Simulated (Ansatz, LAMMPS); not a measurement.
# Charge trapping in glassy 76SiO2-9BaO-7SrO-4Li2O-4ZrO2 (mol %) (128 atoms), part 3 of 4

Aim: add and remove one electron in glassy 76SiO2-9BaO-7SrO-4Li2O-4ZrO2 (mol %) (128 atoms), with atoms held and relaxed, and read trapping energy and localisation.

Ansatz 0.2.0; Kohn-Sham DFT, PBE, PAW (set soft_2), plane waves.

The cell: 34 Si, 4 Ba, 3 Sr, 4 Li, 2 Zr and 81 O. The quench rate of 1000 K/ps is orders of magnitude faster than experiment. The network of bonds at the start is that of the classical potential that made the cell. The Brillouin zone is sampled at Γ only, in a cell whose shortest periodic width is 12 Å. Spin–orbit coupling is left out.

So far. Step 6 (An extra electron, atoms relaxed): The relaxation converged after 5 steps, 0.0157 eV below its start, with a largest force component of 0.030 eV/Å. Step 6 (An extra electron, atoms relaxed): An extra electron, atoms relaxed: the energy stands 7.74 eV above that of the reference. An odd electron should give 1 μB; this run ended with the carrier shared between both spins.

## (7) An extra electron, levels at the relaxed geometry

A single point at the new geometry gives levels and spin density.

File input.yaml:

```yaml
crystal:
  lattice:
    - [12.26924, 0.0, 0.0]
    - [0.0, 12.26924, 0.0]
    - [0.0, 0.0, 12.26924]
  atoms:
    - { symbol: Si, position: [0.6906, 0.10464, 0.49928] }
    - { symbol: Si, position: [0.7149, 0.42036, 0.62164] }
    - { symbol: Si, position: [0.54385, 0.48085, 0.79341] }
    - { symbol: Si, position: [0.32332, 0.82705, 0.17075] }
    - { symbol: Si, position: [0.75321, 0.79768, 0.21062] }
    - { symbol: Si, position: [0.20712, 0.89803, 0.76272] }
    [... 116 atom lines left out ...]
    - { symbol: O, position: [0.20939, 0.63731, 0.33677] }
    - { symbol: O, position: [0.66225, 0.84642, 0.29586] }
    - { symbol: O, position: [0.75645, 0.66591, 0.23222] }
    - { symbol: O, position: [0.43485, 0.24617, 0.81874] }
    - { symbol: O, position: [0.54607, 0.95598, 0.7212] }
    - { symbol: O, position: [0.27652, 0.14006, 0.9169] }
total_charge: -1
kpoints:
  mp_grid: { grid: [1, 1, 1] }
hamiltonian:
  xc: pbe
scf:
  occupations: { method: fermi_dirac, width: 0.01 }
  lower_state_search: "off"
output:
  forces: true
  stress: true
  populations: true
  dos:
    method: { smearing: { sigma: 0.1 } }
    de: 0.1
    projected: { site_lists: { Ba: [Ba], Li: [Li], O: [O], Si: [Si], Sr: [Sr] } }
  eigenvalues: true
  write_density: true
  write_potential: true
  volumetric_format: npy
magnetization:
  spin_polarized: true
  initial_magnetization: 1
```

The run is started by

```console
$ ansatz run input.yaml --threads 4 --pin off --max-ram 8192MiB --backend cpu --events-out ev --progress --plain --runs-dir out
```

Numbers of over 12 decimals in the logs are rounded to 6 here.

What it wrote:

```text
[...]
Crystal: 128 atoms, lattice volume = 1846.941 Å³
Basis set: ecut = 420 eV, 36137 PW (Γ), exchange–correlation on 180×180×180 points (8 copies of the dense FFT grid, shifted against one another)
Bands: 493, of which v1, the nominal top of the filled ones, is band 365 counted from 1 (364 counted from 0)
Symmetry: 1 space group operations
[...]
k-points: 1
[...]
Starting moments: Σ|m| = 1 μB on 128 of 128 sites
[...]
SCF iter   1: F=—  HF=-111410.626532 eV  |F-HF|=—  |Δ(HF+E_count)|=         —  Δρ=4.63e-2 (↑4.59e-2 ↓4.63e-2)  dr2=2.21e2  dr2_m=4.16e-2  M=1.000 μB ∫|m|=1.041 μB  β_m=1.00  ethr=3.10e-3  ⟨swp⟩=7.5  Hψ=5279  notcnv=0  defer=212
[...]
SCF iter   2: F=—  HF=-111365.233059 eV  |F-HF|=—  |Δ(HF+E_count)|=         —  Δρ=2.48e-2 (↑2.48e-2 ↓2.48e-2)  dr2=8.43e1  dr2_m=8.26e-3  M=1.000 μB ∫|m|=1.111 μB  β_m=0.30  ethr=3.10e-3  ⟨swp⟩=3.0  Hψ=2175  notcnv=0  defer=240
[...]
SCF iter   8: F=—  HF=-111339.352001 eV  |F-HF|=—  |Δ(HF+E_count)|=   2.47e-2  Δρ=4.75e-4 (↑4.75e-4 ↓4.42e-4)  dr2=1.07e-2  dr2_m=1.25e-3  M=0.873 μB ∫|m|=0.905 μB  β_m=0.30  ethr=5.97e-6  ⟨swp⟩=4.0  Hψ=1509  notcnv=0  defer=238
[...]
SCF iter  10: F=—  HF=-111339.368732 eV  |F-HF|=—  |Δ(HF+E_count)|=   1.16e-2  Δρ=1.43e-4 (↑1.43e-4 ↓9.27e-5)  dr2=2.17e-3  dr2_m=8.44e-5  M=0.716 μB ∫|m|=0.748 μB  β_m=0.82  ethr=9.20e-7  ⟨swp⟩=4.5  Hψ=1521  notcnv=0  defer=238
[...]
SCF iter  20: F=-111339.376861 eV  HF=-111339.376861 eV  |F-HF|=2.08e-8  |Δ(HF+E_count)|=   5.80e-7  Δρ=1.18e-6 (↑1.10e-6 ↓1.18e-6)  dr2=9.11e-8  dr2_m=4.47e-9  M=0.008 μB ∫|m|=0.008 μB  β_m=0.76  ethr=1.37e-11  ⟨swp⟩=23.5  Hψ=11123  notcnv=0
SCF iter  21: F=-111339.376861 eV  HF=-111339.376861 eV  |F-HF|=4.53e-9  |Δ(HF+E_count)|=   1.24e-7  Δρ=4.88e-7 (↑4.85e-7 ↓4.88e-7)  dr2=1.64e-8  dr2_m=1.53e-10  M=0.001 μB ∫|m|=0.001 μB  ethr=1.25e-11  ⟨swp⟩=7.0  Hψ=7076  notcnv=0
[...]
SCF 1 converged in 21 iterations: F = -111339.376861 eV  dr2 = 1.64e-8
[...]
SCF converged after 21 iterations
Magnetization: 0.0013 μB (364.5006 up, 364.4994 down)
Absolute magnetization: 0.0013 μB (∫|ρ↑−ρ↓|, with the PAW one-centre terms)
[...]
Per-site moments (μB) at R_I (Å): [(1.0674227309429707e-6, 0.657927), (6.517384682605553e-7, 0.647674), (1.2749598171593615e-6, 0.665150), (9.153018946872805e-7, 0.664315), (7.870775188396932e-7, 0.655472), [...]
Free energy (F): -111339.376861 eV
[...]
Internal energy: -111339.362998 eV  (E = F + TS)
E sigma→0 (E₀):  -111339.369930 eV
Entropy (-TS):   -0.013863 eV (-0.108 meV/atom)
Fermi energy:    7.726924 eV
[...]
Σ components = -111339.376861   (vs F -111339.376861, Δ=0.00e0)
--- Forces (eV/Å), atoms counted from 1 ---
  atom   1  Si    -0.01179907    -0.00922327     0.00445323
  atom   2  Si    -0.01021179     0.00179938    -0.00411708
  atom   3  Si    -0.00000384    -0.00143505     0.00481135
  atom   4  Si    -0.00863938     0.00135205     0.00451052
[...]
atom 128  O      0.00659279    -0.00373015    -0.00288477
  max |Σ_I F_I| component: 2.17e-5 eV/Å
--- Stress (GPa, compression-positive) ---
       -0.100119       0.512055       0.909853
        0.512055       0.393160      -1.127606
        0.909854      -1.127607      -0.873352
  P = ⅓ Tr σ = -0.1934 GPa (-1.934 kbar)
--- Band table (eV) ---
[...]
--- Löwdin populations: 128 sites ---
  site symbol       q [e]    m [muB]
     0     Si      2.3446     0.0000
     1     Si      2.3398     0.0000
     2     Si      2.2407     0.0000
[...]
127      O      6.8345     0.0000
  spilling = 0.013017 (of n_electrons = 729.000000)
```

Wall time 93 s (4 threads of Intel Xeon Platinum 8488C (Sapphire Rapids), shared host); peak memory 4.9 GiB; 6 min of CPU time.

An extra electron, levels at the relaxed geometry: the energy stands 7.74 eV above that of the reference. An odd electron should give 1 μB; this run ended with the carrier shared between both spins.

The levels nearest the highest filled one (over half full), pooled over k-points and spins:

| level less the highest filled one (eV) | occupation |
| --- | --- |
| -3.77 | 1 |
| -3.53 | 1 |
| -3.53 | 1 |
| 0 | 0.501 |
| 1.0e-4 | 0.499 |
| 0.489 | 0 |
| 0.489 | 0 |
| 0.856 | 0 |

## (8) Neutral at the geometry of the electron

The neutral cell at the new geometry gives the energy of that geometry without the charge.

File input.yaml:

```yaml
crystal:
  lattice:
    - [12.26924, 0.0, 0.0]
    - [0.0, 12.26924, 0.0]
    - [0.0, 0.0, 12.26924]
  atoms:
    [... the 128 atom lines of step 7 ...]
kpoints:
  mp_grid: { grid: [1, 1, 1] }
hamiltonian:
  xc: pbe
scf:
  occupations: { method: fixed }
output:
  forces: true
  stress: true
  populations: true
  dos:
    method: { smearing: { sigma: 0.1 } }
    de: 0.1
    projected: { site_lists: { Ba: [Ba], Li: [Li], O: [O], Si: [Si], Sr: [Sr] } }
  eigenvalues: true
```

What it wrote:

```text
[...]
Crystal: 128 atoms, lattice volume = 1846.941 Å³
Basis set: ecut = 420 eV, 36137 PW (Γ), exchange–correlation on 180×180×180 points (8 copies of the dense FFT grid, shifted against one another)
Bands: 492, of which v1, the nominal top of the filled ones, is band 364 counted from 1 (363 counted from 0)
Symmetry: 1 space group operations
[...]
k-points: 1
[...]
SCF iter   1: F=—  HF=-111347.086760 eV  |F-HF|=—  |Δ(HF+E_count)|=         —  Δρ=2.03e-3  dr2=9.91e-2  ethr=1.77e-3  ⟨swp⟩=5.0  Hψ=1931  notcnv=0  defer=125
[...]
SCF iter   8: F=—  HF=-111347.101659 eV  |F-HF|=—  |Δ(HF+E_count)|=   1.14e-6  Δρ=5.88e-6  dr2=6.13e-7  ethr=2.94e-10  ⟨swp⟩=2.0  Hψ=663  notcnv=0  defer=120
SCF iter   9: F=-111347.101660 eV  HF=-111347.101660 eV  |F-HF|=1.40e-9  |Δ(HF+E_count)|=   9.10e-8  Δρ=1.80e-6  dr2=6.12e-8  ethr=1.37e-11  ⟨swp⟩=19.0  Hψ=4133  notcnv=0
SCF 1 converged in 9 iterations: F = -111347.101660 eV  dr2 = 6.12e-8
[...]
SCF converged after 9 iterations
Free energy (F): -111347.101660 eV
[...]
Internal energy: -111347.101660 eV  (E = F + TS)
E sigma→0 (E₀):  -111347.101660 eV
Fermi energy:    4.254224 eV
[...]
Σ components = -111347.101660   (vs F -111347.101660, Δ=0.00e0)
--- Forces (eV/Å), atoms counted from 1 ---
  atom   1  Si    -0.07327834    -0.01538739     0.06297252
  atom   2  Si    -0.08682276     0.00660699     0.00117655
  atom   3  Si     0.04536149    -0.02296190     0.03465887
  atom   4  Si     0.01728279     0.01078550     0.01605932
[...]
atom 128  O     -0.02877852    -0.00388783     0.02073787
  max |Σ_I F_I| component: 1.32e-4 eV/Å
--- Stress (GPa, compression-positive) ---
       -0.274270       0.547389       0.932762
        0.547388       0.254090      -1.140626
        0.932763      -1.140627      -1.077352
  P = ⅓ Tr σ = -0.3658 GPa (-3.658 kbar)
--- Band table (eV) ---
[...]
--- Löwdin populations: 128 sites ---
  site symbol       q [e]
     0     Si      2.3404
     1     Si      2.3357
     2     Si      2.2321
[...]
127      O      6.8319
  spilling = 0.012947 (of n_electrons = 728.000000)
```

The job ended after 28 s (4 threads; peak memory 3 GiB; 1.7 min of CPU time).

Neutral at the geometry of the electron: the energy stands 0.0133 eV above that of the reference.

## (9) An extra hole, atoms held

The electron count changes by one with the atoms held: a vertical process, on a uniform background, with spin and a narrow Fermi–Dirac smearing. Its energy against the neutral cell hangs on the program's zero of potential.

Changes to input.yaml since step 8:

```diff
@@ -6,3 +6,4 @@
   atoms:
-    [... the 128 atom lines of step 7 ...]
+    [... the 128 atom lines of step 4 ...]
+total_charge: 1
 kpoints:
@@ -12,3 +13,4 @@
 scf:
-  occupations: { method: fixed }
+  occupations: { method: fermi_dirac, width: 0.01 }
+  lower_state_search: "off"
 output:
@@ -22 +24,7 @@
   eigenvalues: true
+  write_density: true
+  write_potential: true
+  volumetric_format: npy
+magnetization:
+  spin_polarized: true
+  initial_magnetization: 1
```

What it wrote:

```text
[...]
Crystal: 128 atoms, lattice volume = 1846.941 Å³
Basis set: ecut = 420 eV, 36137 PW (Γ), exchange–correlation on 180×180×180 points (8 copies of the dense FFT grid, shifted against one another)
Bands: 492, of which v1, the nominal top of the filled ones, is band 364 counted from 1 (363 counted from 0)
Symmetry: 1 space group operations
[...]
k-points: 1
[...]
Starting moments: Σ|m| = 1 μB on 128 of 128 sites
[...]
SCF iter   1: F=—  HF=-111425.397424 eV  |F-HF|=—  |Δ(HF+E_count)|=         —  Δρ=4.90e-2 (↑4.85e-2 ↓4.90e-2)  dr2=2.36e2  dr2_m=4.12e-1  M=1.000 μB ∫|m|=1.057 μB  β_m=1.00  ethr=3.10e-3  ⟨swp⟩=8.0  Hψ=5142  notcnv=0  defer=202
[...]
SCF iter   4: F=—  HF=-111359.715456 eV  |F-HF|=—  |Δ(HF+E_count)|=    7.84e0  Δρ=1.74e-2 (↑1.05e-2 ↓1.74e-2)  dr2=3.25e1  dr2_m=6.85e-1  M=0.874 μB ∫|m|=1.033 μB  β_m=0.30  ethr=3.10e-3  ⟨swp⟩=4.0  Hψ=2423  notcnv=0  defer=246
[...]
SCF iter  16: F=—  HF=-111350.925750 eV  |F-HF|=—  |Δ(HF+E_count)|=   1.18e-1  Δρ=5.13e-3 (↑2.01e-3 ↓5.13e-3)  dr2=1.36e0  dr2_m=8.96e-2  M=0.850 μB ∫|m|=0.938 μB  β_m=0.30  ethr=2.16e-4  ⟨swp⟩=4.5  Hψ=1252  notcnv=0  defer=238
[...]
spin-set hold released at iteration 16 (site moments' squared step at or under half its running peak, from the soft ceiling on): the magnetisation degrees of freedom join the quasi-Newton model from the next iteration; the mixer history was flushed
SCF iter  17: F=—  HF=-111350.946872 eV  |F-HF|=—  |Δ(HF+E_count)|=   2.11e-2  Δρ=8.35e-3 (↑1.55e-3 ↓8.35e-3)  dr2=2.97e0  dr2_m=2.51e-1  M=1.000 μB ∫|m|=1.092 μB  β_m=0.21  ethr=1.87e-4  ⟨swp⟩=2.0  Hψ=1490  notcnv=0  defer=238
SCF iter  18: F=—  HF=-111350.892997 eV  |F-HF|=—  |Δ(HF+E_count)|=   5.39e-2  Δρ=4.24e-3 (↑1.30e-3 ↓4.24e-3)  dr2=8.55e-1  dr2_m=8.38e-2  M=0.963 μB ∫|m|=1.042 μB  β_m=0.20  ethr=1.87e-4  ⟨swp⟩=2.0  Hψ=1026  notcnv=0  defer=238
[...]
SCF iter  57: F=-111350.803286 eV  HF=-111350.803286 eV  |F-HF|=2.42e-8  |Δ(HF+E_count)|=   3.62e-9  Δρ=5.14e-7 (↑1.56e-7 ↓5.14e-7)  dr2=2.80e-8  dr2_m=9.81e-10  M=1.000 μB ∫|m|=1.092 μB  β_m=0.33  ethr=1.24e-11  ⟨swp⟩=6.0  Hψ=4726  notcnv=0
SCF iter  58: F=-111350.803286 eV  HF=-111350.803286 eV  |F-HF|=1.67e-8  |Δ(HF+E_count)|=   1.66e-9  Δρ=3.37e-7 (↑1.32e-7 ↓3.37e-7)  dr2=1.93e-8  dr2_m=3.88e-10  M=1.000 μB ∫|m|=1.092 μB  ethr=3.85e-12  ⟨swp⟩=5.0  Hψ=4259  notcnv=0
SCF 1 converged in 58 iterations: F = -111350.803286 eV  dr2 = 1.93e-8
[...]
SCF converged after 58 iterations
Magnetization: 0.9996 μB (363.9998 up, 363.0002 down)
Absolute magnetization: 1.0933 μB (∫|ρ↑−ρ↓|, with the PAW one-centre terms)
[...]
Per-site moments (μB) at R_I (Å): [(-0.000259105, 0.657355), (-1.7766869731934586e-5, 0.647774), (-1.5348937808395772e-5, 0.664638), (-6.264732591473208e-5, 0.664031), (-3.864221401454401e-5, [...]
Free energy (F): -111350.803286 eV
[...]
Internal energy: -111350.788590 eV  (E = F + TS)
E sigma→0 (E₀):  -111350.795938 eV
Entropy (-TS):   -0.014696 eV (-0.115 meV/atom)
Fermi energy:    3.512019 eV
[...]
Σ components = -111350.803286   (vs F -111350.803286, Δ=0.00e0)
--- Forces (eV/Å), atoms counted from 1 ---
  atom   1  Si     0.30624045    -0.17832195    -0.28670469
  atom   2  Si    -0.08973843    -0.14555272     0.13591489
  atom   3  Si    -0.04603703     0.06929843     0.05304952
  atom   4  Si    -0.03033452    -0.18631421    -0.06614501
[...]
atom 128  O      0.12818926    -0.00620429    -0.00690345
  max |Σ_I F_I| component: 2.95e-5 eV/Å
--- Stress (GPa, compression-positive) ---
        0.285703       0.602510       0.990810
        0.602509       0.639783      -0.998746
        0.990811      -0.998747      -0.512904
  P = ⅓ Tr σ = 0.1375 GPa (1.375 kbar)
--- Band table (eV) ---
[...]
--- Löwdin populations: 128 sites ---
  site symbol       q [e]    m [muB]
     0     Si      2.3326    -0.0036
     1     Si      2.3292    -0.0006
     2     Si      2.2284    -0.0003
[...]
127      O      6.8254     0.0104
  spilling = 0.012836 (of n_electrons = 727.000000)
```

Elapsed: 2.4 min, on 4 threads; peak memory 4.9 GiB.

An extra hole, atoms held: the energy stands 3.69 eV below that of the reference, with a moment of 1.00 μB.

The levels nearest the highest filled one (over half full), pooled over k-points and spins:

| level less the highest filled one (eV) | occupation |
| --- | --- |
| -0.0682 | 0.999 |
| -0.0433 | 0.993 |
| -0.0314 | 0.977 |
| 0 | 0.65 |
| 0.0111 | 0.38 |
| 4.30 | 0 |
| 4.30 | 0 |
| 4.68 | 0 |

Spin density in the ab plane at fractional z = 0.508, with atoms of Si and Li and Zr and O within 0.2 Å of it.

Ten even steps from '0' (-0.08 × 1e-2 e/Å³) to '9' (2.77 × 1e-2 e/Å³), each cell a mean:
```
00000000000000000000000000000000000
00000000000000000000000000000000000
00000000000000000000000000000000000
00000000000000000000000000000001000
00000000000000000000000012100000000
00000000000000000000000023210000000
00000000000000000000000001100000000
00000000000000000000000000000000000
00000000000000000000000000000000000
00000000000000000000000000000000000
00000000000000000000000000000000000
00000000000000000000000000000000000
00000000000000000000000000000000000
00000000000000000000011000000000000
00000000000000000000001000000000000
00000000000000000000000000000000000
00000000000000000000000000000000000
00000000000000000000111000000000000
00000000000000000001595100000000000
00000011000000000000495100000000000
00000000000000000000000000000000000
00000000000000000000000000000000000
00000000000000000000000000000000000
00000000000000000000000000000000000
```
Columns run along a (12.3 Å), rows up along b (12.3 Å). Atoms in or near the plane, at fractional coordinates: Si at (0.69, 0.10), Si at (0.27, 0.43), Li at (0.74, 0.63), Zr at (0.06, 0.85), O at (0.82, 0.14), O at (0.30, 0.56), O at (0.63, 0.42), O at (0.98, 0.29).

## (10) An extra hole, atoms relaxed

The atoms now respond to the charge; the energy gained comes from screening by the atoms, from trapping if the charge localises, and from any strain left in the reference.

input.yaml, the sections that differ from step 9:

```yaml
output:
  forces: true
relax:
  f_tol: 0.05
  max_steps: 90
# crystal, total_charge, kpoints, hamiltonian, scf, magnetization: as in step 9
```

What it wrote:

```text
[...]
Crystal: 128 atoms, lattice volume = 1846.941 Å³
Basis set: ecut = 420 eV, 36137 PW (Γ), exchange–correlation on 180×180×180 points (8 copies of the dense FFT grid, shifted against one another)
Bands: 492, of which v1, the nominal top of the filled ones, is band 364 counted from 1 (363 counted from 0)
Symmetry: 1 space group operations
[...]
k-points: 1
[...]
Starting moments: Σ|m| = 1 μB on 128 of 128 sites
[...]
SCF iter   1: F=—  HF=-111425.397424 eV  |F-HF|=—  |Δ(HF+E_count)|=         —  Δρ=4.90e-2 (↑4.85e-2 ↓4.90e-2)  dr2=2.36e2  dr2_m=4.12e-1  M=1.000 μB ∫|m|=1.057 μB  β_m=1.00  ethr=3.10e-3  ⟨swp⟩=8.0  Hψ=5142  notcnv=0  defer=202
[...]
SCF iter   4: F=—  HF=-111359.715454 eV  |F-HF|=—  |Δ(HF+E_count)|=    7.84e0  Δρ=1.74e-2 (↑1.05e-2 ↓1.74e-2)  dr2=3.25e1  dr2_m=6.85e-1  M=0.874 μB ∫|m|=1.033 μB  β_m=0.30  ethr=3.10e-3  ⟨swp⟩=4.0  Hψ=2423  notcnv=0  defer=246
[...]
SCF iter  16: F=—  HF=-111350.925742 eV  |F-HF|=—  |Δ(HF+E_count)|=   1.18e-1  Δρ=5.13e-3 (↑2.01e-3 ↓5.13e-3)  dr2=1.36e0  dr2_m=8.96e-2  M=0.850 μB ∫|m|=0.938 μB  β_m=0.30  ethr=2.16e-4  ⟨swp⟩=4.5  Hψ=1252  notcnv=0  defer=238
[...]
SCF iter  18: F=—  HF=-111350.892987 eV  |F-HF|=—  |Δ(HF+E_count)|=   5.39e-2  Δρ=4.24e-3 (↑1.30e-3 ↓4.24e-3)  dr2=8.55e-1  dr2_m=8.38e-2  M=0.963 μB ∫|m|=1.042 μB  β_m=0.20  ethr=1.87e-4  ⟨swp⟩=2.0  Hψ=1026  notcnv=0  defer=238
[...]
SCF iter  48: F=-111350.803259 eV  HF=-111350.803287 eV  |F-HF|=2.85e-5  |Δ(HF+E_count)|=   2.72e-7  Δρ=3.16e-5 (↑2.16e-6 ↓3.16e-5)  dr2=3.32e-5  dr2_m=4.05e-6  M=1.000 μB ∫|m|=1.092 μB  β_m=0.28  ethr=1.30e-9  ⟨swp⟩=1.0  Hψ=2270  notcnv=0
SCF iter  49: F=-111350.803283 eV  HF=-111350.803287 eV  |F-HF|=3.48e-6  |Δ(HF+E_count)|=   8.12e-7  Δρ=9.25e-6 (↑1.59e-6 ↓9.25e-6)  dr2=3.99e-6  dr2_m=3.80e-7  M=1.000 μB ∫|m|=1.092 μB  ethr=1.30e-9  ⟨swp⟩=1.0  Hψ=2010  notcnv=0
SCF 1 converged in 49 iterations: F = -111350.803283 eV  dr2 = 3.99e-6
[...]
relax step   1: F+E_penalty+E_count = -111350.80328306 eV  Δ(F+E_penalty+E_count) = +0.000e0 eV  max|allowed force component| = 1.455e0 eV/Å  Δτ_max = 0.0000 Å  (49 SCF iters, dr2 threshold 6.25e-5 eV, accepted)
[...]
relax step   2: F+E_penalty+E_count = -111350.85116467 eV  Δ(F+E_penalty+E_count) = -4.788e-2 eV  max|allowed force component| = 1.003e0 eV/Å  Δτ_max = 0.1314 Å  (22 SCF iters, dr2 threshold 1.00e-4 eV, accepted)
[...]
relax step   3: F+E_penalty+E_count = -111350.90355570 eV  Δ(F+E_penalty+E_count) = -5.239e-2 eV  max|allowed force component| = 6.624e-1 eV/Å  Δτ_max = 0.0628 Å  (23 SCF iters, dr2 threshold 6.29e-5 eV, accepted)
[...]
relax step   4: F+E_penalty+E_count = -111350.77246574 eV  Δ(F+E_penalty+E_count) = +1.311e-1 eV  max|allowed force component| = 1.043e0 eV/Å  Δτ_max = 0.1748 Å  (18 SCF iters, dr2 threshold 1.00e-4 eV, rejected (line search))
[...]
relax step   5: F+E_penalty+E_count = -111350.93858084 eV  Δ(F+E_penalty+E_count) = -3.503e-2 eV  max|allowed force component| = 9.036e-2 eV/Å  Δτ_max = 0.0505 Å  (37 SCF iters, accepted)
[...]
relax step   6: F+E_penalty+E_count = -111350.94118834 eV  Δ(F+E_penalty+E_count) = -2.607e-3 eV  max|allowed force component| = 5.864e-2 eV/Å  Δτ_max = 0.0140 Å  (19 SCF iters, accepted)
[...]
relax step   7: F+E_penalty+E_count = -111350.94324642 eV  Δ(F+E_penalty+E_count) = -2.058e-3 eV  max|allowed force component| = 3.122e-2 eV/Å  Δτ_max = 0.0109 Å  (17 SCF iters, accepted)
SCF converged after 17 iterations
Magnetization: 1.0000 μB (364.0000 up, 363.0000 down)
Absolute magnetization: 1.0897 μB (∫|ρ↑−ρ↓|, with the PAW one-centre terms)
[...]
Per-site moments (μB) at R_I (Å): [(-0.000432238, 0.660673), (1.2535985009571483e-5, 0.649719), (-6.647618356290979e-6, 0.664549), (-1.0767983702707892e-5, 0.664979), (-9.415444368233566e-6, 0.655673), [...]
Free energy (F): -111350.943246 eV
[...]
Internal energy: -111350.930317 eV  (E = F + TS)
E sigma→0 (E₀):  -111350.936782 eV
Entropy (-TS):   -0.012929 eV (-0.101 meV/atom)
Fermi energy:    3.685719 eV
[...]
Σ components = -111350.943246   (vs F -111350.943246, Δ=0.00e0)
--- Forces (eV/Å), atoms counted from 1 ---
  atom   1  Si     0.00133458     0.02511520     0.00098417
  atom   2  Si     0.00706371     0.00685869     0.00262525
  atom   3  Si    -0.00536150    -0.00613856     0.00410325
  atom   4  Si     0.00127132     0.00037978    -0.01302222
[...]
atom 128  O     -0.01211333     0.00543507    -0.00514735
  max |Σ_I F_I| component: 4.90e-5 eV/Å
--- Relaxed structure (7 steps of the walk, 6 accepted, 0 SCFs on fresh bases) ---
  F+E_penalty+E_count = -111350.94324642 eV   max|allowed force component| = 3.122e-2 eV/Å
  atoms:
    - { symbol: Si, position: [0.693122, 0.103883, 0.497914] }
    - { symbol: Si, position: [0.714792, 0.422015, 0.622859] }
    - { symbol: Si, position: [0.544269, 0.481732, 0.794453] }
    - { symbol: Si, position: [0.322565, 0.827791, 0.171267] }
[...]
- { symbol: O, position: [0.275941, 0.139551, 0.919157] }
```

The job ended after 7 min (4 threads; peak memory 4.9 GiB).

The relaxation converged after 7 steps, 0.140 eV below its start, with a largest force component of 0.031 eV/Å.

An extra hole, atoms relaxed: the energy stands 3.83 eV below that of the reference, with a moment of 1.00 μB.

(Continued in part 4 of 4.)

[Logs are printed without paths, hosts, clocks, repeated set-up lines and the standing remarks that a program may print on its own settings, such as how far it seeks lower states.]

[Hosts, paths, dates, database ids (printed as entryN), source tags and the programs' standing remarks are cut or masked in the printed files.]
